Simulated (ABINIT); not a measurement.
# AlN (P6_3mc): G0W0 with ABINIT, start to end, part 3 of 3

Wanted: ground state, empty states, screening and self-energy for AlN (P6_3mc).

ABINIT 10.8.3; LDA and many-body steps on it, plane waves. Known limits of the many-body steps: not at the basis limit; coarse k mesh.

So far. Step 3 (Bands along the symmetry lines): The gap is 4.255 eV, as in the run before at this level. Step 4 (Empty states on the mesh, 3×3×2 mesh, 62 bands): On this mesh the gap is 4.255 eV.

The database entry behind the starting cell differs from later determinations by our own check (inner coordinate u about 0.002 short), so it need not match the best structure at ambient conditions.

### 5. Screening, 3×3×2 mesh, 58 bands, screening to 130.6 eV

The RPA dielectric matrix is built and inverted for each q.

This step: RPA screening on LDA, plane waves, norm-conserving pseudopotentials.

run.abi

```
acell 3*1.0 Angstrom
rprim 
  3.113000000011 -0.000000000003 0.000000000000
  -1.556500000003 2.695937081992 0.000000000000
  0.000000000000 0.000000000000 4.981000000000
ntypat 2
znucl 13 7
natom 4
typat 1 1 2 2
xred 
  0.333333333333 0.666666666667 0.000000000000
  0.666666666667 0.333333333333 0.500000000000
  0.333333333333 0.666666666667 0.380000000000
  0.666666666667 0.333333333333 0.880000000000
pp_dirpath "pseudos"
pseudos "Al.upf, N.upf"
ecut 36
ngkpt 3 3 2
nshiftk 1
shiftk 0 0 0
kptopt 1
chksymbreak 0
istwfk *1
occopt 1
irdwfk 1
optdriver 3
nband 58
ecuteps 4.8
inclvkb 2
awtr 1
symchi 1
indata_prefix "in"
outdata_prefix "out"
tmpdata_prefix "tmp"
```

On the command line:

```bash
OMP_NUM_THREADS=1 mpirun -n 4 abinit run.abi > log
```

Numbers of over 12 decimals in the logs are rounded to 6 here.

Output:

```text
.Version 10.8.3 of ABINIT. v10.8.2 released Aug 2026.

 Symmetries : space group P6_3 m c (#186); Bravais hP (primitive hexag.)
[... echo of the input left out ...]
== DATASET  1 ==================================================================
-   mpi_nproc: 4, omp_nthreads: 1 (-1 if OMP is not activated)

--- !DatasetInfo
iteration_state: {dtset: 1, }
dimensions: {natom: 4, nkpt: 6, mband: 58, nsppol: 1, nspinor: 1, nspden: 1, mpw: 2934, }
cutoff_energies: {ecut:  36.0, pawecutdg:  -1.0, }
electrons: {nelect:   1.60000000E+01, charge:   0.00000000E+00, occopt:   1.00000000E+00, tsmear:   1.00000000E-02, }

 SCREENING: Calculation of the susceptibility and dielectric matrices

 Based on a program developped by R.W. Godby, V. Olevano, G. Onida, and L. Reining.
 Incorporated in ABINIT by V. Olevano, G.-M. Rignanese, and M. Torrent.
.Using double precision arithmetic ; gwpc =  8

[... cell and pseudopotentials left out ...]
--------------------------------------------------------------------------------

 ==== K-mesh for the wavefunctions ====
 Number of points in the irreducible wedge :     6
[... list of points left out ...]
 Together with 12 symmetry operations and time-reversal symmetry
 yields    18 points in the full Brillouin Zone.

 ==== Q-mesh for the screening function ====
 Number of points in the irreducible wedge :     6
[... list of points left out ...]
 Together with 12 symmetry operations and time-reversal symmetry
 yields    18 points in the full Brillouin Zone.

 setmesh: FFT mesh size selected  =    20x   20x   36
          total number of points  =        14400

 vcoul_init : cutoff-mode = AUXILIARY_FUNCTION
 q-points for optical limit:   1
     1)      0.000010    0.000020    0.000030

- screening: taking advantage of time-reversal symmetry
- Maximum band index for partially occupied states nbvw = 8
- Remaining bands to be divided among processors   nbcw = 50
- Number of bands treated by each node ~12

 Number of electrons calculated from density =   16.0000; Expected =   16.0000
 average of density, n =  0.056718
 r_s =    1.6146
 omega_plasma =   22.9728 [eV]

 calculating chi0 at frequencies [eV] :
  1    0.000000E+00    0.000000E+00
  2    0.000000E+00    2.297283E+01

--------------------------------------------------------------------------------
  q-point number  1        q = ( 0.000000, 0.000000, 0.000000) [r.l.u.]
--------------------------------------------------------------------------------
[... chi0 elements left out ...]
 For q-point:  0.000010 0.000020 0.000030
  dielectric constant =   4.9997
  dielectric constant without local fields =   5.4669

  Average fulfillment of the sum rule on Im[epsilon] for q-point    1 :     64.71  [%]
[... wings left out ...]
  q-point number  2        q = ( 0.333333, 0.000000, 0.000000) [r.l.u.]
--------------------------------------------------------------------------------
[... chi0 elements left out ...]
  Average fulfillment of the sum rule on Im[epsilon] for q-point    2 :     72.42  [%]

 [... 4 further q-points ...]
```

The job ended after 3.9 s (4 MPI ranks of Arm Neoverse V2, shared host; peak memory 0.42 GiB; 15 s of CPU time).

This step gave:

```yaml
eps_infinity_with_local_fields_on_this_mesh_along_the_program_s_q_direction: 5.000
the_same_without_local_fields: 5.467
plasma_frequency: 22.97 eV
plane_waves_in_the_screening_matrix: 135
```

Local fields lower ε∞ by 9 %. On a Γ-centred mesh this coarse the value itself is usually too large, while a short band sum pulls it down.

### 6. Self-energy, 3×3×2 mesh, 58 bands, screening to 130.6 eV

The self-energy is evaluated for the states that the input lists, and the levels follow from it, in one-shot runs by the linearised quasiparticle equation.

This step: G0W0 on LDA, plane waves, norm-conserving pseudopotentials.

run.abi, as its differences from that of step 5:

```diff
@@ -25,8 +25,15 @@
 irdwfk 1
-optdriver 3
+optdriver 4
 nband 58
+gwcalctyp 0
+ecutsigx 36
+symsigma 1
+nkptgw 1
+kptgw 
+  0.0000000000 0.0000000000 0.0000000000
+bdgw 
+  6 10
 ecuteps 4.8
-inclvkb 2
-awtr 1
-symchi 1
+irdscr 1
+ppmodel 1
 indata_prefix "in"
```

Output:

```text
.Version 10.8.3 of ABINIT. v10.8.2 released Aug 2026.

 Symmetries : space group P6_3 m c (#186); Bravais hP (primitive hexag.)
[... echo of the input left out ...]
== DATASET  1 ==================================================================
-   mpi_nproc: 4, omp_nthreads: 1 (-1 if OMP is not activated)

--- !DatasetInfo
iteration_state: {dtset: 1, }
dimensions: {natom: 4, nkpt: 6, mband: 58, nsppol: 1, nspinor: 1, nspden: 1, mpw: 2934, }
cutoff_energies: {ecut:  36.0, pawecutdg:  -1.0, }
electrons: {nelect:   1.60000000E+01, charge:   0.00000000E+00, occopt:   1.00000000E+00, tsmear:   1.00000000E-02, }

 SIGMA: Calculation of the GW corrections

 Based on a program developped by R.W. Godby, V. Olevano, G. Onida, and L. Reining.
 Incorporated in ABINIT by V. Olevano, G.-M. Rignanese, and M. Torrent.
.Using double precision arithmetic ; gwpc =  8

[... cell and pseudopotentials left out ...]
--------------------------------------------------------------------------------

 ==== K-mesh for the wavefunctions ====
 Number of points in the irreducible wedge :     6
[... list of points left out ...]
 Together with 12 symmetry operations and time-reversal symmetry
 yields    18 points in the full Brillouin Zone.

 ==== Q-mesh for screening function ====
 Number of points in the irreducible wedge :     6
[... list of points left out ...]
 Together with 12 symmetry operations and time-reversal symmetry
 yields    18 points in the full Brillouin Zone.

 vcoul_init : cutoff-mode = AUXILIARY_FUNCTION
 q-points for optical limit:   1
     1)      0.000010    0.000020    0.000030
 setmesh: FFT mesh size selected  =    27x   27x   54
          total number of points  =        39366

 Number of electrons calculated from density =   16.0000; Expected =   16.0000
 average of density, n =  0.056718
 r_s =    1.6146
 omega_plasma =   22.9728 [eV]

 === KS Band Gaps ===
  >>>> For spin  1
   Minimum direct gap =   4.2550 [eV], located at k-point      :   0.0000  0.0000  0.0000
   Fundamental gap    =   4.2550 [eV], Top of valence bands at :   0.0000  0.0000  0.0000
                                       Bottom of conduction at :   0.0000  0.0000  0.0000
 SIGMA fundamental parameters:
 PLASMON POLE MODEL  1
 number of plane-waves for SigmaX                 2863
 number of plane-waves for SigmaC and W            135
 number of plane-waves for wavefunctions          2863
 number of bands                                    58
 number of independent spin polarizations            1
 number of spinorial components                      1
 number of k-points in IBZ                           6
 number of q-points in IBZ                           6
 number of symmetry operations                      12
 number of k-points in BZ                           18
 number of q-points in BZ                           18
 number of frequencies for dSigma/dE                 9
 frequency step for dSigma/dE [eV]                0.25
 number of omega for Sigma on real axis              0
 max omega for Sigma on real axis  [eV]           0.00
 zcut for avoiding poles [eV]                     0.10

 EPSILON^-1 parameters (SCR file):
 dimension of the eps^-1 matrix on file            135
 dimension of the eps^-1 matrix used               135
 number of plane-waves for wavefunctions          2863
 number of bands                                    58
 number of q-points in IBZ                           6
 number of frequencies                               2
 number of real frequencies                          1
 number of imag frequencies                          1

 matrix elements of self-energy operator (all in [eV])

 Perturbative Calculation

--- !SelfEnergy_ee
iteration_state: {dtset: 1, }
kpoint     : [   0.000,    0.000,    0.000, ]
spin       : 1
KS_gap     :    4.255
QP_gap     :    5.597
Delta_QP_KS:    1.342
data: !SigmaeeData |
     Band     E0 <VxcDFT>   SigX SigC(E0)      Z dSigC/dE  Sig(E)    E-E0       E
        6   5.481 -16.826 -20.889   3.624   0.792  -0.263 -17.174  -0.348   5.134
        7   5.481 -16.826 -20.889   3.624   0.792  -0.263 -17.174  -0.348   5.134
        8   5.659 -16.916 -20.711   3.451   0.793  -0.261 -17.189  -0.273   5.386
        9   9.914 -12.734  -7.790  -3.638   0.818  -0.222 -11.665   1.069  10.983
       10  12.222 -11.070  -5.601  -4.095   0.827  -0.209  -9.934   1.135  13.357

== END DATASET(S) ==============================================================
================================================================================

 -outvars: echo values of variables after computation  --------
           etotal      0.0000000000E+00
            nband          58
             nkpt           6
          spgroup         186
 [... the other variables as echoed above ...]

 Calculation completed.
```

Wall time 2.3 s (4 MPI ranks); peak memory 0.1 GiB.

Numbers from this step:

```
G0W0 gap on the points computed              : 5.597 eV
starting gap on the mesh                     : 4.255 eV
k of the valence top                         : 0, 0, 0
k of the conduction bottom                   : 0, 0, 0
Z at the valence top                         : 0.793
Z at the conduction bottom                   : 0.818
least direct G0W0 gap on the computed points : 5.597 eV
```

The gap on the mesh goes from 4.26 eV to 5.60 eV, a correction of +1.34 eV.

Limits: finite bands, cutoff and mesh; coarse k mesh. v1 is the top filled band, c1 the lowest empty one. Levels before and after the correction, in eV, zero at the valence-band top of each column:

```csv
,conduction bottom,valence top
Kohn-Sham,4.26,0.00
G0W0,5.60,0.00
```

```csv
,level,energy (eV)
Kohn-Sham,Γ v3-v2,-0.178
Kohn-Sham,Γ v1,0.000
Kohn-Sham,Γ c1,4.255
Kohn-Sham,Γ c2,6.563
G0W0,Γ v3-v2,-0.252
G0W0,Γ v1,0.000
G0W0,Γ c1,5.597
G0W0,Γ c2,7.971
```

### 7. Where the time went

Times are wall times on 4 MPI ranks of Arm Neoverse V2, shared host, good to a factor of about two.

```csv
step,time,share,memory (GiB)
ground state,7 s,22 %,0.28
bands along the symmetry lines,11 s,33 %,0.29
empty states on the mesh,8.2 s,26 %,0.26
screening,3.9 s,12 %,0.42
self-energy,2.3 s,7 %,0.1
```

### 8. Summary of results

| Quantity | Value |
| --- | --- |
| LDA gap | 4.26 eV, direct |
| G0W0 gap on the mesh | 5.60 eV |
| GW settings | 3×3×2 mesh, 58 bands, screening to 130.6 eV, Godby-Needs plasmon pole |
| known limits | not at the basis limit; coarse k mesh |

**Reading.** G0W0 moves the gap on the mesh from 4.26 eV to 5.60 eV (+1.34 eV), with Z of 0.79 and 0.82 at the edges. Local fields lower the RPA ε∞ on this mesh from 5.47 to 5.00; a Γ-centred mesh this coarse tends to raise both, most where the direct gap is narrow, while a short band sum lowers them. Only 1 of the mesh's irreducible points was corrected, so a valley elsewhere could overtake. Bands and cutoff are finite, so the gap is not at the basis limit. The miss can reach some tenths of an eV and take either sign; the mesh is an error of its own. In the G0W0 run levels were corrected at 1 k point alone, so a gap called «on the mesh» is the least over those, and an edge elsewhere would be missed. The 3×3×2 mesh is coarse for this cell, which bears on the long-range parts of exchange and screening.

[Paths, hosts, dates, memory and timing lines, banners, echoed tables and standing remarks are left out of the program output.]

[Logs are printed without paths, hosts, clocks, repeated set-up lines and the standing remarks that a program may print on its own settings, such as how far it seeks lower states.]

[Runs of the session that timed out or met a known fault of the program may be left out.]

[Hosts, paths, dates, database ids (printed as entryN), source tags and the programs' standing remarks are cut or masked in the printed files.]

[G0W0 gaps are taken among the corrected bands and points alone; a level outside them can change the order at an edge.]

[Where Ansatz stands beside ABINIT at settings called matched, ABINIT's density can come from a denser mesh and the files from another edition; pairs whose starting gaps differed by over 0.03 eV were left out, so agreement reads better than it is.]
